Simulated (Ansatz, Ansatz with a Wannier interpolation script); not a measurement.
# SnO2 (Pnnm): what limits a Wannier interpolation of GW, part 2 of 2

Aim: vary the Wannier model and the GW settings for SnO2 (Pnnm) and see what the interpolated bands lose.

Ansatz 0.2.0; maximally localised Wannier functions, LDA, plane waves, PAW. Known limits of the many-body steps: not at the basis limit; no spin-orbit coupling; coarse k mesh.

So far. Step 4 (Wannier model on 4×4×6): Near the gap the model misses directly solved bands by 1.4 meV r.m.s. and by 15 meV at most in the window tested. This tests the starting bands, not the corrections carried with them.

### 5. A faulty Wannier input

Input file input.yaml:

```yaml
crystal:
  lattice:
    - [4.788004, 0.0, 0.0]
    - [0.0, 4.866582, 0.0]
    - [0.0, 0.0, 3.240898]
  atoms:
    - { symbol: Sn, position: [0.5, 0.5, 0.5] }
    - { symbol: Sn, position: [0.0, 0.0, 0.0] }
    - { symbol: O, position: [0.291855, 0.321042, 0.0] }
    - { symbol: O, position: [0.791855, 0.178958, 0.5] }
    - { symbol: O, position: [0.208145, 0.821042, 0.5] }
    - { symbol: O, position: [0.708145, 0.678958, 0.0] }
kpoints:
  mp_grid: { grid: [4, 4, 6] }
hamiltonian:
  xc: lda
scf:
  occupations: { method: fixed }
  n_extra_bands: 40
output:
  wannier:
    kmesh: [4, 4, 6]
    projections:
      - { species: O, l: p, shell: 2 }
      - { species: Sn, l: s, shell: 5 }
      - { species: Sn, l: p, shell: 5 }
    minimise: true
    write_hr: true
    seedname: w
    conv_tol: 1.0e-07
    max_iter: 4000
    disentanglement:
      window: [0.13, 8.93]
      frozen_window: [0.13, 8.73]
      conv_tol: 1.0e-08
```

On the command line:

```
> ansatz run input.yaml --threads 4 --pin off --max-ram 18432MiB --backend cpu --events-out ev --progress --plain --runs-dir out
```

Numbers of over 12 decimals in the logs are rounded to 6 here.

The program printed:

```text
scf.n_extra_bands = 40 over 26 filled bands (N_el = 52.0): the run solves 66 bands
Engine: ansatz 0.2.0, aarch64-unknown-linux-gnu
Pseudopotentials: kind: paw
Pseudopotential: Sn, paw, valence charge 14, recommended cutoff 420 eV (normal), Sn.paw.azcp
Pseudopotential: O, paw, valence charge 6, recommended cutoff 420 eV (normal), O.paw.azcp
Functional definition: SPW92
  exchange = slater_x
  correlation = pw_c
Crystal: 6 atoms, lattice volume = 75.517 Å³
Basis set: ecut = 420 eV, 1479 PW (Γ)
Bands: 66, of which v1, the nominal top of the filled ones, is band 26 counted from 1 (25 counted from 0)
Symmetry: 8 space group operations
Space group: Pnnm (ITA 58), of the structure as read, at distance tolerance 4.2e-5 Å
k-points: 36 of 96
Non-local potential: Sn, projectors of the file, l = 0: 2, l = 1: 2, l = 2: 2, l = 3: 2
Non-local potential: O, projectors of the file, l = 0: 2, l = 1: 2, l = 2: 1
PAW form: soft (Blöchl's): semilocal exchange-correlation on the pseudo side does not see the compensation charge
PAW frozen core: Sn, regenerated for the run's functional, and the local potential with it (the file was generated under x = pbe(κ = 0.804, μ = 0.219515), c = pbe(β = 0.066725))
PAW frozen core: O, regenerated for the run's functional, and the local potential with it (the file was generated under x = pbe(κ = 0.804, μ = 0.219515), c = pbe(β = 0.066725))
PAW one-centre angular grid: Sn, 590 points (default); XC on 64 Gauss nodes
PAW one-centre angular grid: O, 110 points (default); XC on 64 Gauss nodes
Initial density: superposition of atomic densities (neutral atoms: chi_scale 0, normalization atom), corrected by the library's trained network
[...]
NSCF: frozen V_eff on 40 k-points
the Wannier pass solved 40 of the 96 points of its mesh, and has the states at the others by symmetry: states obtained by the crystal's operations at points that were solved too leave a residual of 4.12e-13 eV (read by the count's bands and the next), within 1.11e-5 eV
SCF converged after 7 iterations
Free energy (F): -13980.184359 eV
Harris-Foulkes:  -13980.184359 eV  (|F-HF|=1.47e-10)
Internal energy: -13980.184359 eV  (E = F + TS)
E sigma→0 (E₀):  -13980.184359 eV
Fermi energy:    8.251027 eV
--- Per-component energies (eV) ---
  E_band       = -171.693430
  E_kinetic    = 1073.298192
  E_local      = -2962.185874  (includes V_loc(G=0)·N_el)
  E_nonlocal   = 149.795412
  E_hartree    = 1510.314691
  E_xc         = -1039.926376
  E_vxc        = -561.717403  (∫ρ·V_xc dr)
  E_paw        = -8600.264890  (= ΣΔE_a)
  E_vpaw       = -891.523339  (= ΣTr[D̂ρ^β])
  E_aug_tail   = 0.010079  (compensation charges beyond the density's cutoff)
  E_ewald      = -4112.463075
  E_core_change = 1.237482  (= ΣΔE_core)
  E_smearing   = -0.000000  (= −TS)
  E_closure    = 0.000000  (closes the sum)
  Σ components = -13980.184359   (vs F -13980.184359, Δ=0.00e0)
--- Band table (eV; the first three rows and the last of 36) ---
  k-point 0: bands = [... 22 lower, 7.1026, 7.6263, 7.6328, 8.2510, 8.9330, 13.7703, 14.1157, 14.2681, ... 36 higher]
  k-point 1: bands = [... 22 lower, 6.2576, 7.6186, 7.6562, 8.1108, 10.4262, 14.2137, 15.1576, 15.2994, ... 36 higher]
  k-point 2: bands = [... 22 lower, 6.0719, 7.3761, 7.4756, 7.5508, 12.3743, 14.4304, 16.5791, 17.1015, ... 36 higher]
  k-point 35: bands = [... 22 lower, 7.4121, 7.4121, 7.5970, 7.5970, 12.4865, 12.4865, 16.6857, 16.6857, ... 36 higher]
Error: output.wannier: at mesh point 0 (counted from 0) output.wannier.disentanglement.window holds 12 states for 20 functions, beside 0 of inner shells that are left out. Raise the window's top, and output.wannier.disentanglement.top_band where it is typed. No Wannier file is written
```

The job ended after 9.3 s (4 threads of Arm Neoverse V1, shared host; peak memory 0.45 GiB).

The self-consistent loop converged; the step after it was not made. The program's words: output.wannier: at mesh point 0 (counted from 0) output.wannier.disentanglement.window holds 12 states for 20 functions, beside 0 of inner shells that are left out. Raise the window's top, and output.wannier.disentanglement.top_band where it is typed. No Wannier file is written

The fault put into this input: an outer window with too few states.

### 6. G0W0: 4×4×6 mesh, 284 empty bands, screening to 140 eV

Now the one-shot GW correction: screening in the RPA, then the self-energy of the levels asked for.

This step: G0W0 on LDA, plane waves, PAW.

input.yaml, the sections that differ from step 5:

```yaml
scf:
  occupations: { method: fixed }
gw:
  n_empty_bands: 284
  ecut_chi: 140.0
  qp_bands: [v12, c2]
  screening: { model: contour_deformation }
# crystal, kpoints, hamiltonian: as in step 5
# output: removed
```

The program printed:

```text
[...]
Crystal: 6 atoms, lattice volume = 75.517 Å³
Basis set: ecut = 420 eV, 1479 PW (Γ)
Bands: 32, of which v1, the nominal top of the filled ones, is band 26 counted from 1 (25 counted from 0)
Symmetry: 8 space group operations
[...]
k-points: 36 of 96
[...]
5    20      5.6144   -24.3491     5.1755   -18.4910  0.7055     4.9050     4.9318  root ?
[...]
35    25      7.5970   -26.4261     5.4571   -20.3343  0.7136     6.9355     6.9623  root
    35    26      7.5970   -26.4261     5.4571   -20.3343  0.7136     6.9355     6.9623  root
    35    27     12.4865   -13.6069    -4.3689   -19.1499  0.7854    13.7201    13.6607  root
    35    28     12.4865   -13.6069    -4.3689   -19.1499  0.7854    13.7201    13.6607  root
[key lines of the parts left out:]
SCF converged after 7 iterations
Free energy (F): -13980.184359 eV
Fermi energy:    8.251006 eV
```

It took 18 min on 4 threads; peak memory 1.1 GiB.

The G0W0 gap on the mesh is 1.912 eV.

### 7. G0W0: 2×2×3 mesh, 284 empty bands, screening to 140 eV

Changes to input.yaml since step 6:

```diff
@@ -13,3 +13,3 @@
 kpoints:
-  mp_grid: { grid: [4, 4, 6] }
+  mp_grid: { grid: [2, 2, 3] }
 hamiltonian:
```

The program printed:

```text
[...]
Crystal: 6 atoms, lattice volume = 75.517 Å³
Basis set: ecut = 420 eV, 1479 PW (Γ)
Bands: 32, of which v1, the nominal top of the filled ones, is band 26 counted from 1 (25 counted from 0)
Symmetry: 8 space group operations
[...]
k-points: 8 of 12
[...]
6    22      6.4440   -24.6741     5.0818   -19.1557  0.6421     6.0607     6.0073  root ?
[...]
7    25      7.5932   -26.4520     5.6709   -20.3248  0.6656     7.1188     7.1368  root
     7    26      7.5932   -26.4520     5.6709   -20.3248  0.6656     7.1188     7.1368  root
     7    27     12.6649   -14.0729    -4.7576   -19.7805  0.7258    13.6929    13.6148  root
     7    28     12.6649   -14.0729    -4.7576   -19.7805  0.7258    13.6929    13.6148  root
[key lines of the parts left out:]
SCF converged after 7 iterations
Free energy (F): -13980.081256 eV
Fermi energy:    8.268953 eV
```

Run time: 44 s. Hardware: 4 threads; peak memory 0.84 GiB; 2.8 min of CPU time.

The G0W0 gap on the mesh is 1.616 eV.

### 8. G0W0: 4×4×6 mesh, 132 empty bands, screening to 84 eV, plasmon pole

Changes to input.yaml since step 7:

```diff
@@ -13,3 +13,3 @@
 kpoints:
-  mp_grid: { grid: [2, 2, 3] }
+  mp_grid: { grid: [4, 4, 6] }
 hamiltonian:
@@ -19,5 +19,5 @@
 gw:
-  n_empty_bands: 284
-  ecut_chi: 140.0
+  n_empty_bands: 132
+  ecut_chi: 84
   qp_bands: [v12, c2]
-  screening: { model: contour_deformation }
+  screening: { model: godby_needs }
```

The program printed:

```text
[...]
Crystal: 6 atoms, lattice volume = 75.517 Å³
Basis set: ecut = 420 eV, 1479 PW (Γ)
Bands: 32, of which v1, the nominal top of the filled ones, is band 26 counted from 1 (25 counted from 0)
Symmetry: 8 space group operations
[...]
k-points: 36 of 96
[...]
0    22      7.0665   -26.3640     4.4478   -21.7014  0.7874     6.8514     6.8518  root
[...]
35    25      7.5970   -26.4261     5.6419   -20.3343  0.7761     7.1456     7.1471  root
    35    26      7.5970   -26.4261     5.6419   -20.3343  0.7761     7.1456     7.1471  root
    35    27     12.4865   -13.6069    -3.9255   -19.1499  0.8277    14.1144    14.1041  root
    35    28     12.4865   -13.6069    -3.9255   -19.1499  0.8277    14.1144    14.1041  root
[key lines of the parts left out:]
SCF converged after 7 iterations
Free energy (F): -13980.184359 eV
Fermi energy:    8.251006 eV
```

Elapsed: 4.7 min, on 4 threads; peak memory 0.75 GiB; 18 min of CPU time.

The G0W0 gap on the mesh is 1.944 eV.

### 9. Interpolated results

Times are wall times on 4 threads of Arm Neoverse V1, shared host, good to a factor of about two.

| GW mesh | empty bands | cutoff (eV) | frequency | gap on mesh (eV) | gap over zone (eV) | direct gap (eV) | valence width (eV) | GW time |
| --- | --- | --- | --- | --- | --- | --- | --- | --- |
| 4×4×6 | 284 | 140 | contour deformation | 1.912 | 1.882 | 1.912 | 8.075 | 18 min |
| 2×2×3 | 284 | 140 | contour deformation | 1.616 | 1.596 | 1.635 | 8.099 | 44 s |
| 4×4×6 | 132 | 84 | plasmon pole | 1.944 | 1.918 | 1.944 | 8.352 | 4.7 min |

### 10. What came out

| Quantity | Value |
| --- | --- |
| 4×4×6 mesh, 284 empty bands, screening to 140 eV | 1.88 eV |
| 2×2×3 mesh, 284 empty bands, screening to 140 eV | 1.60 eV |
| 4×4×6 mesh, 132 empty bands, screening to 84 eV, plasmon pole | 1.92 eV |

In words: The largest change, −0.29 eV in the gap over the zone, comes with 2×2×3 mesh, 284 empty bands, screening to 140 eV. The first run is a reference, not a converged one, and where a row moves several settings no single cause can be named. Rows on another GW mesh add that mesh's corrections to the bands of the one model. With 2×2×3 mesh, 284 empty bands, screening to 140 eV the gap over the zone moves by −0.29 eV and that on the mesh by −0.30 eV. With 4×4×6 mesh, 132 empty bands, screening to 84 eV, plasmon pole the gap over the zone moves by +0.04 eV and that on the mesh by +0.03 eV. Gaps over the zone and on the mesh differ where an edge lies off the mesh, or where a GW run starts from another density: the starting gap over the zone is 0.669 eV, on the GW meshes it is 0.682 eV and 0.664 eV. The 4×4×6 mesh is coarse for this cell (its supercell is 19 Å along the shortest edge). The RPA ε∞ on it, from the LDA start, is 5.18, 5.46 and 5.48; such meshes misread the long-range screening, most where the gap is narrow. The many-body steps are scalar-relativistic: spin-orbit coupling is not in them.

[Paths, hosts, dates, memory and timing lines, banners, echoed tables and standing remarks are left out of the program output.]

[Logs are printed without paths, hosts, clocks, repeated set-up lines and the standing remarks that a program may print on its own settings, such as how far it seeks lower states.]

[Runs of the session that timed out or met a known fault of the program may be left out.]

[Hosts, paths, dates, database ids (printed as entryN), source tags and the programs' standing remarks are cut or masked in the printed files.]
